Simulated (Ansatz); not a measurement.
# NaI (Fm-3m): thermal expansion from first principles, part 5 of 5

Wanted: α(T), C_P(T) and B(T) of NaI in the quasi-harmonic approximation.

Measurements to reproduce:
- volume expansion coefficient 135 1e-6/K near room temperature (given in “Descriptors for thermal expansion in solids”, 2017, arXiv:1701.03966)

Ansatz 0.2.0; DFT LDA, scalar-relativistic, plane waves, PAW (the session's first sound run).

So far, principal linear expansion coefficients at 298 K (× 1e-6/K): step 6 (phonons on strained cells, functional LDA, q-mesh 2×2×2) 45.4; step 8 (q-mesh 4×4×4) 46.5.

**10. Relaxing at another setting**

The functional, the potentials or the cutoff change, so the crystal is relaxed again at the new setting.

This step: DFT PBE, scalar-relativistic, plane waves, PAW (Ansatz 0.2.0).

File input.yaml:

```yaml
crystal:
  lattice:
    - [0.0, 3.1298714475, 3.1298714475]
    - [3.1298714475, 0.0, 3.1298714475]
    - [3.1298714475, 3.1298714475, 0.0]
  atoms:
    - { symbol: Na, position: [0.0, 0.0, 0.0] }
    - { symbol: I, position: [0.5, 0.5, 0.5] }
kpoints:
  mp_grid: { grid: [8, 8, 8] }
hamiltonian:
  xc: pbe
scf:
  occupations: { method: fixed }
  lower_state_search: "off"
output:
  forces: true
  stress: true
  eigenvalues: true
relax:
  adjacent_minimum: "off"
  f_tol: 0.001
  max_steps: 60
  cell: { stress_tol: 0.01 }
```

Command:

```bash
> ansatz run input.yaml --threads 8 --pin off --max-ram 16384MiB --backend cpu --events-out ev --progress --plain --runs-dir out
```

Numbers of over 12 decimals in the logs are rounded to 6 here.

What it wrote:

```text
[...]
Crystal: 2 atoms, lattice volume = 61.321 Å³
Basis set: ecut = 420 eV, 1243 PW (Γ), exchange–correlation on 60×60×60 points (8 copies of the dense FFT grid, shifted against one another)
Bands: 17, of which v1, the nominal top of the filled ones, is band 13 counted from 1 (12 counted from 0)
Symmetry: 48 space group operations
[...]
k-points: 29 of 512
[...]
SCF iter   1: F=—  HF=-9001.826258 eV  |F-HF|=—  |Δ(HF+E_count)|=         —  Δρ=6.02e-4  dr2=4.53e-4  ethr=1.77e-3  ⟨swp⟩=5.0  Hψ=2172  notcnv=0  defer=53
[...]
SCF iter  10: F=-9001.826088 eV  HF=-9001.826088 eV  |F-HF|=3.53e-10  |Δ(HF+E_count)|=   7.76e-8  Δρ=5.80e-7  dr2=4.23e-10  ethr=3.85e-10  ⟨swp⟩=8.1  Hψ=2443  notcnv=0
SCF 1 converged in 10 iterations: F = -9001.826088 eV  dr2 = 4.23e-10
[...]
relax step   1: F+E_penalty+E_count = -9001.82608801 eV  Δ(F+E_penalty+E_count) = +0.000e0 eV  max|allowed force component| = 2.639e-29 eV/Å  Δτ_max = 0.0000 Å  P = +2.576 GPa  Ω = 61.321 Å³  (10 SCF iters, dr2 threshold 1.00e-7 eV, accepted)
Crystal: 2 atoms, lattice volume = 66.009 Å³
[...]
SCF iter   5: F=-9001.875136 eV  HF=-9001.875136 eV  |F-HF|=7.40e-8  |Δ(HF+E_count)|=   2.31e-7  Δρ=1.29e-5  dr2=7.11e-8  ethr=7.69e-10  ⟨swp⟩=7.2  Hψ=3279  notcnv=0
SCF 2 converged in 5 iterations: F = -9001.875136 eV  dr2 = 7.11e-8
relax step   2: F+E_penalty+E_count = -9001.87513622 eV  Δ(F+E_penalty+E_count) = -4.905e-2 eV  max|allowed force component| = 2.015e-29 eV/Å  Δτ_max = 0.0000 Å  P = +0.907 GPa  Ω = 66.009 Å³  energy of the carried Pulay correction = -3.224e-4 eV  (5 SCF iters, dr2 threshold 2.00e-7 eV, accepted)
Crystal: 2 atoms, lattice volume = 68.867 Å³
Basis set: ecut = 420 eV, 1363 PW (Γ), exchange–correlation on 60×60×60 points (8 copies of the dense FFT grid, shifted against one another)
[...]
SCF iter   5: F=-9001.884216 eV  HF=-9001.884216 eV  |F-HF|=2.86e-8  |Δ(HF+E_count)|=   1.45e-8  Δρ=8.09e-6  dr2=2.72e-8  ethr=7.69e-10  ⟨swp⟩=8.7  Hψ=2869  notcnv=0
SCF 3 converged in 5 iterations: F = -9001.884216 eV  dr2 = 2.72e-8
relax step   3: F+E_penalty+E_count = -9001.88421597 eV  Δ(F+E_penalty+E_count) = -9.080e-3 eV  max|allowed force component| = 1.018e-28 eV/Å  Δτ_max = 0.0000 Å  P = +0.160 GPa  Ω = 68.867 Å³  energy of the carried Pulay correction = -5.075e-4 eV  (5 SCF iters, dr2 threshold 2.00e-7 eV, accepted)
[...]
relax step   4: F+E_penalty+E_count = -9001.88452168 eV  Δ(F+E_penalty+E_count) = -3.057e-4 eV  max|allowed force component| = 1.811e-29 eV/Å  Δτ_max = 0.0000 Å  P = +0.002 GPa  Ω = 69.563 Å³  energy of the carried Pulay correction = -5.514e-4 eV  (4 SCF iters, dr2 threshold 6.42e-8 eV, accepted)
Basis set: ecut = 420 eV, 1363 PW (Γ), exchange–correlation on 64×64×64 points (8 copies of the dense FFT grid, shifted against one another)
[...]
SCF iter   9: F=-9001.884980 eV  HF=-9001.884980 eV  |F-HF|=3.64e-12  |Δ(HF+E_count)|=  1.09e-11  Δρ=1.31e-8  dr2=2.58e-13  ethr=1.00e-12  ⟨swp⟩=8.2  Hψ=2522  notcnv=0
SCF 5 converged in 9 iterations: F = -9001.884980 eV  dr2 = 2.58e-13
relax step   5: F+E_penalty+E_count = -9001.88497957 eV  Δ(F+E_penalty+E_count) = -4.579e-4 eV  max|allowed force component| = 2.120e-29 eV/Å  Δτ_max = 0.0000 Å  P = +0.004 GPa  Ω = 69.563 Å³  stress off target by 4.28e-3 GPa  SCF on the basis re-selected at this cell (its energy is not comparable with the rows above)  (9 SCF iters)
[...]
SCF converged after 9 iterations
Free energy (F): -9001.884980 eV
[...]
Internal energy: -9001.884980 eV  (E = F + TS)
E sigma→0 (E₀):  -9001.884980 eV
Fermi energy:    2.801439 eV
[...]
--- Stress (GPa, compression-positive) ---
        0.004277      -0.000000      -0.000000
       -0.000000       0.004277      -0.000000
       -0.000000      -0.000000       0.004277
  P = ⅓ Tr σ = 0.0043 GPa (0.043 kbar)
--- Band table (eV; the first three rows and the last of 29) ---
  k-point 0: bands = [... 9 lower, -8.1511, 2.8014, 2.8014, 2.8014, 6.3787, 10.7602, 10.7602, 10.7602]
  k-point 1: bands = [... 9 lower, -8.1114, 2.3612, 2.7596, 2.7596, 6.8856, 10.3863, 10.9048, 10.9048]
  k-point 2: bands = [... 9 lower, -8.0121, 1.5655, 2.6631, 2.6631, 7.6663, 10.2642, 10.7711, 10.7711]
  k-point 28: bands = [... 9 lower, -7.7831, 1.4607, 1.4607, 1.9144, 8.5716, 10.2658, 10.2658, 10.6605]
--- Relaxed structure (4 steps of the walk, 4 accepted, 1 SCFs on fresh bases) ---
[...]
cell:  # Å, volume = 69.5634 Å³
    - [0, 3.264252, 3.264252]
    - [3.264252, 0, 3.264252]
    - [3.264252, 3.264252, 0]
  atoms:
    - { symbol: Na, position: [0, 0, 0] }
    - { symbol: I, position: [0.5, 0.5, 0.5] }
```

Elapsed: 1.8 s, on 8 threads of Arm Neoverse V2, shared host; peak memory 0.38 GiB.

The steps of the relaxation:

```
step  energy less that of the first step (eV)  largest force component (eV/Å)  pressure (GPa)  volume (Å³)
   1                                   0.0000                          0.0000            2.58        61.32
   2                                  -0.0490                          0.0000            0.91        66.01
   3                                  -0.0581                          0.0000            0.16        68.87
   4                                  -0.0584                          0.0000            0.00        69.56
  5*                                  -0.0589                          0.0000            0.00        69.56
```

Relaxation steps marked * repeat the geometry before them on a plane-wave basis chosen anew for their cell, so energy and pressure can jump there.

Forces are held to the 48 operations that the run works with; a distortion that breaks them can't arise in this run.

```
conventional cell, symmetrised  before  after   change
                         a (Å)   6.260  6.529   +4.3 %
                         b (Å)   6.260  6.529   +4.3 %
                         c (Å)   6.260  6.529   +4.3 %
              volume (Å³/atom)   30.66  34.78  +13.4 %
```

Final coordinates:

```
Na I
1.0
     0.00000    3.26425    3.26425
     3.26425    0.00000    3.26425
     3.26425    3.26425    0.00000
Na I
1 1
Direct
  0.00000 0.00000 0.00000
  0.50000 0.50000 0.50000
```

This step gave:

```
pressure          : 0.004277 GPa
gap on the k-mesh : 3.577 eV
volume per atom   : 34.78 Å³/atom
```

The residual pressure is 0.0043 GPa, small enough for phonons.

**11. The quasi-harmonic study, q-mesh 4×4×4**

Thermal expansion follows from how the free energy of the vibrations (and of the electrons in a metal) changes with strain, so the program makes strained cells, their phonons and a fit in one run.

input.yaml, the sections that differ from step 10:

```yaml
crystal:
  lattice:
    - [0.0, 3.2642516729, 3.2642516729]
    - [3.2642516729, 0.0, 3.2642516729]
    - [3.2642516729, 3.2642516729, 0.0]
  atoms:
    - { symbol: Na, position: [0.0, 0.0, 0.0] }
    - { symbol: I, position: [0.5, 0.5, 0.5] }
output:
  eigenvalues: true
phonons:
  method: dfpt
  qmesh: [4, 4, 4]
  temperatures: { t_max: 500.0, t_step: 25 }
  thermal_expansion: {}
# kpoints, hamiltonian, scf: as in step 10
# relax: removed
```

What it wrote:

```text
[...]
Crystal: 2 atoms, lattice volume = 69.563 Å³
Basis set: ecut = 487.2 eV, 1687 PW (Γ), exchange–correlation on 72×72×72 points (8 copies of the dense FFT grid, shifted against one another)
Bands: 17, of which v1, the nominal top of the filled ones, is band 13 counted from 1 (12 counted from 0)
Symmetry: 48 space group operations
[...]
vibrations' free energy: its fit leaves 0.0161 meV an atom at the most
  the electrons' free energy at temperature is not in it: every band gap is over 0.52 eV
  free energies summed between the sampled wave vectors
[...]
band gaps on the cells' k-points are 3.231 to 3.654 eV
[key lines of the parts left out:]
SCF converged after 10 iterations
Free energy (F): -9001.886185 eV
Fermi energy:    2.801523 eV
P = ⅓ Tr σ = 0.0064 GPa (0.064 kbar)
```

Run time: 17 min. Hardware: 8 threads; peak memory 1.9 GiB; 2.2 h of CPU time.

Changing the level of theory (LDA → PBE) takes the volume expansion at 298 K from 140 to 232 × 10⁻⁶/K and B_T from 16.7 to 10.3 GPa.

**12. Comparing the runs**

Times are for 8 threads of Arm Neoverse V2, shared host. Results by setting:

```
no.  functional  cutoff (eV)  k-mesh  q-mesh  method  pressure (GPa)  volume expansion coefficient at 298 K (1e-6/K)  C_P at 298 K (J/mol-atom/K)  isothermal bulk modulus at 298 K (GPa)     time  memory (GiB)
  1         lda        487.2   8×8×8   2×2×2    dfpt               0                                           136.2                        26.24                                   16.78  1.9 min          0.79
  2         lda        487.2   8×8×8   4×4×4    dfpt               0                                           139.5                        26.34                                   16.71  8.9 min           1.6
  3         pbe        487.2   8×8×8   4×4×4    dfpt               0                                           231.5                        28.27                                    10.3   17 min           1.9
```

The runs together, line volume. Table of expansion coefficient, volume by temperature; values in 1e-6/K:

```
temperature (K)  lda, 487.2, 8×8×8, 2×2×2, dfpt, 0  lda, 487.2, 8×8×8, 4×4×4, dfpt, 0  pbe, 487.2, 8×8×8, 4×4×4, dfpt, 0
              0                                  0                                  0                                  0
             25                               20.5                               21.4                               37.0
             50                               56.6                               58.6                               94.7
             75                               81.3                               83.8                                127
            100                               95.7                               98.3                                145
            125                                105                                108                                158
            150                                111                                114                                168
            175                                116                                119                                177
            200                                121                                124                                186
            225                                125                                128                                196
            250                                129                                132                                206
            275                                133                                136                                218
            298                                136                                140                                232
            300                                136                                140                                233
            325                                140                                144                                251
            350                                145                                149                                275
            375                                149                                153                                308
            400                                154                                158                                359
            425                                159                                164                                452
            450                                165                                170                                704
            475                                172                                177                                  -
            500                                179                                185                                  -
```

The runs together, line C_P. Table of heat capacity, C_P by temperature; values in J/mol-atom/K:

```
temperature (K)  lda, 487.2, 8×8×8, 2×2×2, dfpt, 0  lda, 487.2, 8×8×8, 4×4×4, dfpt, 0  pbe, 487.2, 8×8×8, 4×4×4, dfpt, 0
              0                                  0                                  0                                  0
             25                               6.59                               6.44                               7.68
             50                               14.2                               14.2                               16.3
             75                               18.8                               18.8                               20.5
            100                               21.3                               21.3                               22.6
            125                               22.7                               22.8                               23.9
            150                               23.7                               23.7                               24.8
            175                               24.3                               24.4                               25.4
            200                               24.9                               24.9                               26.0
            225                               25.3                               25.3                               26.6
            250                               25.6                               25.7                               27.1
            275                               26.0                               26.0                               27.7
            298                               26.2                               26.3                               28.3
            300                               26.3                               26.4                               28.3
            325                               26.6                               26.7                               29.1
            350                               26.9                               27.0                               30.0
            375                               27.2                               27.3                               31.3
            400                               27.5                               27.6                               33.2
            425                               27.8                               28.0                               36.5
            450                               28.2                               28.4                               45.4
            475                               28.6                               28.8                                  -
            500                               29.0                               29.3                                  -
```

**13. Outcome**

| Item | Value |
| --- | --- |
| settings of these figures | PBE, 487.2 eV, k 8×8×8, q 4×4×4 |
| volume expansion coefficient at 298 K | 231.5 1e-6/K |
| C_P at 298 K | 28.27 J/mol-atom/K |
| entropy at 298 K | 53.40 J/mol-atom/K |
| isothermal bulk modulus at 298 K | 10.3 GPa |
| Grüneisen parameter at 298 K | 2.143 |
| volume at 298 K | 36.76 Å³/atom |
| principal linear expansion coefficients at 298 K | 77.18, 77.18, 77.18 1e-6/K |

What this shows: Near room temperature NaI expands by 232 × 10⁻⁶/K in volume by PBE, with C_P = 28.3 J/(mol K) per mole of atoms and B_T = 10.3 GPa. At some temperatures (first at 450 K) the program's own estimate of the fit error is large against the linear coefficients, so those rows are unreliable. Between 298.15 and 450 K the bulk modulus falls by 62 % and the Grüneisen parameter grows; in this range the quasi-harmonic approximation, which lacks anharmonicity at fixed volume, tends to overshoot. C_P at room temperature is 113 % of the classical 3R an atom; C_V is 99 %, and the rest is expansion work. Above 450 K the study finds no volume of rest, and gives nothing there: the quasi-harmonic free energy has lost its minimum, and the figures just below are already near that breakdown. A measured volume expansion coefficient near room temperature is 135 1e-6/K (arXiv:1701.03966); the calculated 232 1e-6/K differs by +72 %. The levels of theory differ by up to 95.4 × 10⁻⁶/K in the volume expansion at 298 K.

[Logs are printed without paths, hosts, clocks, repeated set-up lines and the standing remarks that a program may print on its own settings, such as how far it seeks lower states.]

[Hosts, paths, dates, database ids (printed as entryN), source tags and the programs' standing remarks are cut or masked in the printed files.]

[A step with changed settings may run another functional than the one named; its input shows which.]
